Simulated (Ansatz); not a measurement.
# Stretching the linear Ag chain, part 2 of 2

Wanted: energy, moment and open channels of the linear Ag chain from 12 % compression to 30 % stretch.

Ansatz 0.2.0; DFT PBE, plane waves, PAW; relaxation of a chain's period (the session's first sound run).

So far, conductance of the lead as this run defines it (G₀): step 3 (the chain at a fixed length, period over the relaxed period …) 1.000.

## Step 4: The chain at a fixed length, period over the relaxed period 0.92, k-mesh 1×1×33

Level of this step: DFT PBE, plane waves, PAW; channels and complex bands of a perfect chain (Ansatz).

The period is set to 0.92 times the relaxed one: shorter bonds widen the bands.

The cell differs from the one that the last finished run ended in (c 2.335 → 2.441 Å).

File input.yaml:

```yaml
crystal:
  lattice:
    - [7.5, 0.0, 0.0]
    - [0.0, 7.5, 0.0]
    - [0.0, 0.0, 2.4408537758]
  atoms:
    - { symbol: Ag, position: [0.5, 0.5, 0.0], spin: 0.5 }
magnetization:
  spin_polarized: true
kpoints:
  mp_grid: { grid: [1, 1, 33] }
scf:
  occupations: { method: fermi_dirac, width: 0.05 }
hamiltonian:
  xc: pbe
output:
  transmission:
    e_range: [-2, 2]
    de: 0.035
    kmesh: [1, 1]
    reduced_basis: true
    leads: [[0, 0]]
  stress: true
```

Run with:

```
> ansatz run input.yaml --threads 4 --pin off --max-ram 8192MiB --backend cpu --events-out ev --progress --plain --runs-dir out
```

Numbers of over 12 decimals in the logs are rounded to 6 here.

Log:

```text
[...]
Crystal: 1 atoms, lattice volume = 137.298 Å³
Basis set: ecut = 420 eV, 2665 PW (Γ)
Bands: 14, of which v1, the nominal top of the filled ones, is band 10 counted from 1 (9 counted from 0)
Symmetry: 16 space group operations
[...]
k-points: 17 of 33
[...]
Starting moments: Σ|m| = 0.5 μB on 1 of 1 site
[...]
--- Transmission ---
  basis      : 497 plane waves across, 4 finite elements along
  points     : 1, standing for a mesh of 1 x 1
[...]
crystal 0  : Ag1, at the sites [0, 0], period 2.4409 Å: whole cells are its period
[...]
filled         : 34.5 meV under the level at which it is neutral
    channels       : 1.000000e0 up, 1.000000e0 down
[...]
[key lines of the parts left out:]
SCF converged after 13 iterations
Magnetization: -0.0000 μB (9.5000 up, 9.5000 down)
Free energy (F): -7589.080041 eV
Fermi energy:    -2.456195 eV
P = ⅓ Tr σ = 1.3507 GPa (13.507 kbar)
```

The job ended after 20 s (4 threads of Arm Neoverse V2, shared host; peak memory 0.46 GiB).

At the computed energy nearest the Fermi level there are 1 spin-up and 1 spin-down channels, and the thermal average gives 1.000 G₀.

## Step 5: The chain at a fixed length, period over the relaxed period 0.96, k-mesh 1×1×32

The period is set to 0.96 times the relaxed one: shorter bonds widen the bands.

The cell differs from the one that the last finished run ended in (c 2.441 → 2.547 Å).

Edit input.yaml of step 4 so:

```diff
@@ -4,3 +4,3 @@
     - [0.0, 7.5, 0.0]
-    - [0.0, 0.0, 2.4408537758]
+    - [0.0, 0.0, 2.546977853]
   atoms:
@@ -10,3 +10,3 @@
 kpoints:
-  mp_grid: { grid: [1, 1, 33] }
+  mp_grid: { grid: [1, 1, 32] }
 scf:
```

Log:

```text
[...]
Crystal: 1 atoms, lattice volume = 143.268 Å³
Basis set: ecut = 420 eV, 2817 PW (Γ)
Bands: 14, of which v1, the nominal top of the filled ones, is band 10 counted from 1 (9 counted from 0)
Symmetry: 16 space group operations
[...]
k-points: 17 of 32
[...]
Starting moments: Σ|m| = 0.5 μB on 1 of 1 site
[...]
--- Transmission ---
  basis      : 497 plane waves across, 4 finite elements along
  points     : 1, standing for a mesh of 1 x 1
[...]
crystal 0  : Ag1, at the sites [0, 0], period 2.5470 Å: whole cells are its period
[...]
filled         : 0.3 meV under the level at which it is neutral
    channels       : 1.000000e0 up, 1.000000e0 down
[...]
[key lines of the parts left out:]
SCF converged after 13 iterations
Magnetization: 0.0000 μB (9.5000 up, 9.5000 down)
Free energy (F): -7589.187827 eV
Fermi energy:    -2.530963 eV
P = ⅓ Tr σ = 0.4698 GPa (4.698 kbar)
```

It took 19 s on 4 threads; peak memory 0.44 GiB.

At the computed energy nearest the Fermi level there are 1 spin-up and 1 spin-down channels, and the thermal average gives 1.000 G₀.

## Step 6: At a set period, period over the relaxed period 1, k-mesh 1×1×31

The period is set to 1.0 times the relaxed one, as the point of reference.

Edit input.yaml of step 5 so:

```diff
@@ -4,3 +4,3 @@
     - [0.0, 7.5, 0.0]
-    - [0.0, 0.0, 2.546977853]
+    - [0.0, 0.0, 2.6531019302]
   atoms:
@@ -10,3 +10,3 @@
 kpoints:
-  mp_grid: { grid: [1, 1, 32] }
+  mp_grid: { grid: [1, 1, 31] }
 scf:
```

Log:

```text
[...]
Crystal: 1 atoms, lattice volume = 149.237 Å³
Basis set: ecut = 420 eV, 3009 PW (Γ)
Bands: 14, of which v1, the nominal top of the filled ones, is band 10 counted from 1 (9 counted from 0)
Symmetry: 16 space group operations
[...]
k-points: 16 of 31
[...]
Starting moments: Σ|m| = 0.5 μB on 1 of 1 site
[...]
--- Transmission ---
  basis      : 497 plane waves across, 4 finite elements along
  points     : 1, standing for a mesh of 1 x 1
[...]
crystal 0  : Ag1, at the sites [0, 0], period 2.6531 Å: whole cells are its period
[...]
filled         : 29.0 meV over the level at which it is neutral
    channels       : 1.000000e0 up, 1.000000e0 down
[...]
[key lines of the parts left out:]
SCF converged after 13 iterations
Magnetization: -0.0000 μB (9.5000 up, 9.5000 down)
Free energy (F): -7589.217812 eV
Fermi energy:    -2.588376 eV
P = ⅓ Tr σ = -0.0828 GPa (-0.828 kbar)
```

Wall time 19 s (4 threads); peak memory 0.45 GiB.

At the computed energy nearest the Fermi level there are 1 spin-up and 1 spin-down channels, and the thermal average gives 1.000 G₀.

## Step 7: At a set period, period over the relaxed period 1.04, k-mesh 1×1×29

The period is set to 1.04 times the relaxed one: longer bonds narrow the bands.

The cell differs from the one that the last finished run ended in (c 2.653 → 2.759 Å).

Edit input.yaml of step 6 so:

```diff
@@ -4,3 +4,3 @@
     - [0.0, 7.5, 0.0]
-    - [0.0, 0.0, 2.6531019302]
+    - [0.0, 0.0, 2.7592260074]
   atoms:
@@ -10,3 +10,3 @@
 kpoints:
-  mp_grid: { grid: [1, 1, 31] }
+  mp_grid: { grid: [1, 1, 29] }
 scf:
```

Log:

```text
[...]
Crystal: 1 atoms, lattice volume = 155.206 Å³
Basis set: ecut = 420 eV, 3089 PW (Γ)
Bands: 14, of which v1, the nominal top of the filled ones, is band 10 counted from 1 (9 counted from 0)
Symmetry: 16 space group operations
[...]
k-points: 15 of 29
[...]
Starting moments: Σ|m| = 0.5 μB on 1 of 1 site
[...]
--- Transmission ---
  basis      : 497 plane waves across, 4 finite elements along
  points     : 1, standing for a mesh of 1 x 1
[...]
crystal 0  : Ag1, at the sites [0, 0], period 2.7592 Å: whole cells are its period
[...]
filled         : 24.7 meV under the level at which it is neutral
    channels       : 1.000000e0 up, 1.000000e0 down
[...]
[key lines of the parts left out:]
SCF converged after 13 iterations
Magnetization: -0.0000 μB (9.5000 up, 9.5000 down)
Free energy (F): -7589.198783 eV
Fermi energy:    -2.710928 eV
P = ⅓ Tr σ = -0.4199 GPa (-4.199 kbar)
```

Elapsed: 18 s, on 4 threads; peak memory 0.44 GiB; 62 s of CPU time.

At the computed energy nearest the Fermi level there are 1 spin-up and 1 spin-down channels, and the thermal average gives 1.000 G₀. The change of length costs 0.019 eV a cell and leaves no moment.

## Step 8: At a set period, period over the relaxed period 1.08, k-mesh 1×1×28

The period is set to 1.08 times the relaxed one: longer bonds narrow the bands.

The cell differs from the one that the last finished run ended in (c 2.759 → 2.865 Å).

Edit input.yaml of step 7 so:

```diff
@@ -4,3 +4,3 @@
     - [0.0, 7.5, 0.0]
-    - [0.0, 0.0, 2.7592260074]
+    - [0.0, 0.0, 2.8653500846]
   atoms:
@@ -10,3 +10,3 @@
 kpoints:
-  mp_grid: { grid: [1, 1, 29] }
+  mp_grid: { grid: [1, 1, 28] }
 scf:
```

Log:

```text
[...]
Crystal: 1 atoms, lattice volume = 161.176 Å³
Basis set: ecut = 420 eV, 3145 PW (Γ)
Bands: 14, of which v1, the nominal top of the filled ones, is band 10 counted from 1 (9 counted from 0)
Symmetry: 16 space group operations
[...]
k-points: 15 of 28
[...]
Starting moments: Σ|m| = 0.5 μB on 1 of 1 site
[...]
--- Transmission ---
  basis      : 497 plane waves across, 4 finite elements along
  points     : 1, standing for a mesh of 1 x 1
[...]
crystal 0  : Ag1, at the sites [0, 0], period 2.8654 Å: whole cells are its period
[...]
filled         : 0.2 meV under the level at which it is neutral
    channels       : 1.000000e0 up, 1.000000e0 down
[...]
[key lines of the parts left out:]
SCF converged after 14 iterations
Magnetization: 0.0000 μB (9.5000 up, 9.5000 down)
Free energy (F): -7589.149544 eV
Fermi energy:    -2.741317 eV
P = ⅓ Tr σ = -0.6166 GPa (-6.166 kbar)
```

Run time: 14 s. Hardware: 4 threads; peak memory 0.39 GiB.

At the computed energy nearest the Fermi level there are 1 spin-up and 1 spin-down channels, and the thermal average gives 1.000 G₀. The change of length costs 0.069 eV a cell and leaves no moment.

## Step 9: The chain at a fixed length, period over the relaxed period 1.13, k-mesh 1×1×27

The period is set to 1.13 times the relaxed one: longer bonds narrow the bands.

The cell differs from the one that the last finished run ended in (c 2.865 → 2.998 Å).

Edit input.yaml of step 8 so:

```diff
@@ -4,3 +4,3 @@
     - [0.0, 7.5, 0.0]
-    - [0.0, 0.0, 2.8653500846]
+    - [0.0, 0.0, 2.9980051811]
   atoms:
@@ -10,3 +10,3 @@
 kpoints:
-  mp_grid: { grid: [1, 1, 28] }
+  mp_grid: { grid: [1, 1, 27] }
 scf:
```

Log:

```text
[...]
Crystal: 1 atoms, lattice volume = 168.638 Å³
Basis set: ecut = 420 eV, 3291 PW (Γ)
Bands: 14, of which v1, the nominal top of the filled ones, is band 10 counted from 1 (9 counted from 0)
Symmetry: 16 space group operations
[...]
k-points: 14 of 27
[...]
Starting moments: Σ|m| = 0.5 μB on 1 of 1 site
[...]
--- Transmission ---
  basis      : 497 plane waves across, 4 finite elements along
  points     : 1, standing for a mesh of 1 x 1
[...]
crystal 0  : Ag1, at the sites [0, 0], period 2.9980 Å: whole cells are its period
[...]
filled         : 23.9 meV over the level at which it is neutral
    channels       : 1.000000e0 up, 1.000000e0 down
[...]
[key lines of the parts left out:]
SCF converged after 11 iterations
Magnetization: 0.0000 μB (9.5000 up, 9.5000 down)
Free energy (F): -7589.066639 eV
Fermi energy:    -2.771454 eV
P = ⅓ Tr σ = -0.7413 GPa (-7.413 kbar)
```

It took 16 s on 4 threads; peak memory 0.39 GiB.

The open channels of the lead by energy, zero at the Fermi level:

| energy (eV) | spin up | spin down |
| --- | --- | --- |
| -2.00 | 0 | 0 |
| -1.90 | 0 | 0 |
| -1.79 | 0 | 0 |
| -1.69 | 0 | 0 |
| -1.58 | 0 | 0 |
| -1.48 | 0 | 0 |
| -1.37 | 0 | 0 |
| -1.23 | 0 | 0 |
| -1.12 | 0 | 0 |
| -1.02 | 0 | 0 |
| -0.92 | 1 | 1 |
| -0.81 | 1 | 1 |
| -0.70 | 1 | 1 |
| -0.60 | 1 | 1 |
| -0.49 | 1 | 1 |
| -0.39 | 1 | 1 |
| -0.28 | 1 | 1 |
| -0.18 | 1 | 1 |
| -0.07 | 1 | 1 |
| -0.01 | 1 | 1 |
| 0.07 | 1 | 1 |
| 0.17 | 1 | 1 |
| 0.28 | 1 | 1 |
| 0.38 | 1 | 1 |
| 0.48 | 1 | 1 |
| 0.59 | 1 | 1 |
| 0.69 | 1 | 1 |
| 0.80 | 1 | 1 |
| 0.91 | 1 | 1 |
| 1.01 | 1 | 1 |
| 1.11 | 1 | 1 |
| 1.22 | 1 | 1 |
| 1.36 | 1 | 1 |
| 1.47 | 1 | 1 |
| 1.57 | 1 | 1 |
| 1.68 | 1 | 1 |
| 1.78 | 1 | 1 |
| 1.89 | 1 | 1 |
| 1.99 | 1 | 1 |

At the computed energy nearest the Fermi level there are 1 spin-up and 1 spin-down channels, and the thermal average gives 1.000 G₀. The change of length costs 0.152 eV a cell and leaves no moment.

## Step 10: The chain at a fixed length, period over the relaxed period 1.2, k-mesh 1×1×26

The period is set to 1.2 times the relaxed one: longer bonds narrow the bands.

The cell differs from the one that the last finished run ended in (c 2.998 → 3.184 Å).

Edit input.yaml of step 9 so:

```diff
@@ -4,3 +4,3 @@
     - [0.0, 7.5, 0.0]
-    - [0.0, 0.0, 2.9980051811]
+    - [0.0, 0.0, 3.1837223162]
   atoms:
@@ -10,3 +10,3 @@
 kpoints:
-  mp_grid: { grid: [1, 1, 27] }
+  mp_grid: { grid: [1, 1, 26] }
 scf:
```

Log:

```text
[...]
Crystal: 1 atoms, lattice volume = 179.084 Å³
Basis set: ecut = 420 eV, 3547 PW (Γ)
Bands: 14, of which v1, the nominal top of the filled ones, is band 10 counted from 1 (9 counted from 0)
Symmetry: 16 space group operations
[...]
k-points: 14 of 26
[...]
Starting moments: Σ|m| = 0.5 μB on 1 of 1 site
[...]
--- Transmission ---
  basis      : 497 plane waves across, 4 finite elements along
  points     : 1, standing for a mesh of 1 x 1
[...]
crystal 0  : Ag1, at the sites [0, 0], period 3.1837 Å: whole cells are its period
[...]
filled         : 6.9 meV over the level at which it is neutral
    channels       : 1.000000e0 up, 1.000000e0 down
[...]
[key lines of the parts left out:]
SCF converged after 13 iterations
Magnetization: -0.0000 μB (9.5000 up, 9.5000 down)
Free energy (F): -7588.934007 eV
Fermi energy:    -2.845704 eV
P = ⅓ Tr σ = -0.7881 GPa (-7.881 kbar)
```

Elapsed: 15 s, on 4 threads; peak memory 0.38 GiB; 48 s of CPU time.

At the computed energy nearest the Fermi level there are 1 spin-up and 1 spin-down channels, and the thermal average gives 1.000 G₀. The change of length costs 0.284 eV a cell and leaves no moment.

## Step 11: The chain at a fixed length, period over the relaxed period 1.3, k-mesh 1×1×24

The period is set to 1.3 times the relaxed one: longer bonds narrow the bands.

The cell differs from the one that the last finished run ended in (c 3.184 → 3.449 Å).

Edit input.yaml of step 10 so:

```diff
@@ -4,3 +4,3 @@
     - [0.0, 7.5, 0.0]
-    - [0.0, 0.0, 3.1837223162]
+    - [0.0, 0.0, 3.4490325092]
   atoms:
@@ -10,3 +10,3 @@
 kpoints:
-  mp_grid: { grid: [1, 1, 26] }
+  mp_grid: { grid: [1, 1, 24] }
 scf:
```

Log:

```text
[...]
Crystal: 1 atoms, lattice volume = 194.008 Å³
Basis set: ecut = 420 eV, 3795 PW (Γ)
Bands: 14, of which v1, the nominal top of the filled ones, is band 10 counted from 1 (9 counted from 0)
Symmetry: 16 space group operations
[...]
k-points: 13 of 24
[...]
Starting moments: Σ|m| = 0.5 μB on 1 of 1 site
[...]
--- Transmission ---
  basis      : 497 plane waves across, 5 finite elements along
  points     : 1, standing for a mesh of 1 x 1
[...]
crystal 0  : Ag1, at the sites [0, 0], period 3.4490 Å: whole cells are its period
[...]
filled         : 0.3 meV over the level at which it is neutral
    channels       : 1.000000e0 up, 1.000000e0 down
[...]
[key lines of the parts left out:]
SCF converged after 13 iterations
Magnetization: 0.0000 μB (9.5000 up, 9.5000 down)
Free energy (F): -7588.743625 eV
Fermi energy:    -2.913444 eV
P = ⅓ Tr σ = -0.7367 GPa (-7.367 kbar)
```

Run time: 19 s. Hardware: 4 threads; peak memory 0.4 GiB; 59 s of CPU time.

Table of open channels of the lead by energy, zero at the Fermi level:

| energy (eV) | spin up | spin down |
| --- | --- | --- |
| -0.810 | 0 | 0 |
| -0.600 | 1 | 1 |
| -0.390 | 1 | 1 |
| -0.215 | 1 | 1 |
| -0.005 | 1 | 1 |
| 0.205 | 1 | 1 |
| 0.415 | 1 | 1 |
| 0.590 | 1 | 1 |
| 0.800 | 1 | 1 |
| 1.010 | 1 | 1 |
| 1.185 | 1 | 1 |
| 1.395 | 1 | 1 |
| 1.605 | 1 | 1 |
| 1.815 | 1 | 1 |

At the computed energy nearest the Fermi level there are 1 spin-up and 1 spin-down channels, and the thermal average gives 1.000 G₀. The change of length costs 0.475 eV a cell and leaves no moment.

## Step 12: Side by side

Times are for 4 threads of Arm Neoverse V2, shared host. Results by setting:

| no. | period over the relaxed period | conductance of the lead as this run defines it (G₀) | energy at zero smearing less the lowest (eV) | time | memory (GiB) |
| --- | --- | --- | --- | --- | --- |
| 1 | 0.88 | 1.0000 | 0.3710 | 15 s | 0.4 |
| 2 | 0.92 | 1.0000 | 0.1376 | 20 s | 0.46 |
| 3 | 0.96 | 1.0000 | 0.03025 | 19 s | 0.44 |
| 4 | 1 | 1.0000 | 0 | 19 s | 0.45 |
| 5 | 1.04 | 1.0000 | 0.01913 | 18 s | 0.44 |
| 6 | 1.08 | 1.0000 | 0.06890 | 14 s | 0.39 |
| 7 | 1.13 | 1.0000 | 0.1515 | 16 s | 0.39 |
| 8 | 1.2 | 1.0000 | 0.2835 | 15 s | 0.38 |
| 9 | 1.3 | 1.0000 | 0.4754 | 19 s | 0.4 |

## Step 13: The same system on other settings

This step: DFT PBE, plane waves, PAW; channels and complex bands of a perfect chain; changed: hamiltonian.hubbard = {"sites": [{"species": "Ag", "l": "f", "u_eff": 4.0}]}, scf.max_iter = 100 (Ansatz 0.2.0).

The input of the run at the relaxed period is made doubtful on purpose.

input.yaml, the sections that differ from step 11:

```yaml
crystal:
  lattice:
    - [7.5, 0.0, 0.0]
    - [0.0, 7.5, 0.0]
    - [0.0, 0.0, 2.6531019302]
  atoms:
    - { symbol: Ag, position: [0.5, 0.5, 0.0], spin: 0.5 }
kpoints:
  mp_grid: { grid: [1, 1, 31] }
scf:
  occupations: { method: fermi_dirac, width: 0.05 }
  max_iter: 100
hamiltonian:
  xc: pbe
  hubbard: { sites: [{ species: Ag, l: f, u_eff: 4.0 }] }
# magnetization, output: as in step 11
```

Log:

```text
Error: inconsistent input (hamiltonian.hubbard.sites[].l, hamiltonian.hubbard.sites[].shell): the file of Ag doesn't list 4f, and it can't be added: PBE doesn't bind the shell 4f of the free atom, whose level lies at +1.09 eV. Type an atom or ion with it (hamiltonian.pseudopotentials.projection_atoms), take another file or name another shell
```

Run time: 0.1 s. Hardware: 4 threads; peak memory 0.07 GiB.

The program refused the input before any cycle.

The program's message: “Error: inconsistent input (hamiltonian.hubbard.sites[].l, hamiltonian.hubbard.sites[].shell): the file of Ag doesn't list 4f, and it can't be added: PBE doesn't bind the shell 4f of the free atom, who …”

The change that led to it: hamiltonian.hubbard.

## Step 14: Summary of results

```
relaxed cell length              : 2.653 Å
conductance at period × 0.88     : 1.000 G₀
conductance at period × 1.0      : 1.000 G₀
conductance at period × 1.13     : 1.000 G₀
conductance at period × 1.3      : 1.000 G₀
absolute moment at period × 0.88 : 0 μB
absolute moment at period × 1.0  : 0 μB
absolute moment at period × 1.3  : 0 μB
```

What this shows: No moment survives at any length. Transport is coherent and elastic here: the atoms are frozen, so scattering by vibrations plays no part. The lead's cell of one atom keeps the chain straight and evenly spaced; a zigzag or dimerised form may lie lower.

[Logs are printed without paths, hosts, clocks, repeated set-up lines and the standing remarks that a program may print on its own settings, such as how far it seeks lower states.]

[Hosts, paths, dates, database ids (printed as entryN), source tags and the programs' standing remarks are cut or masked in the printed files.]
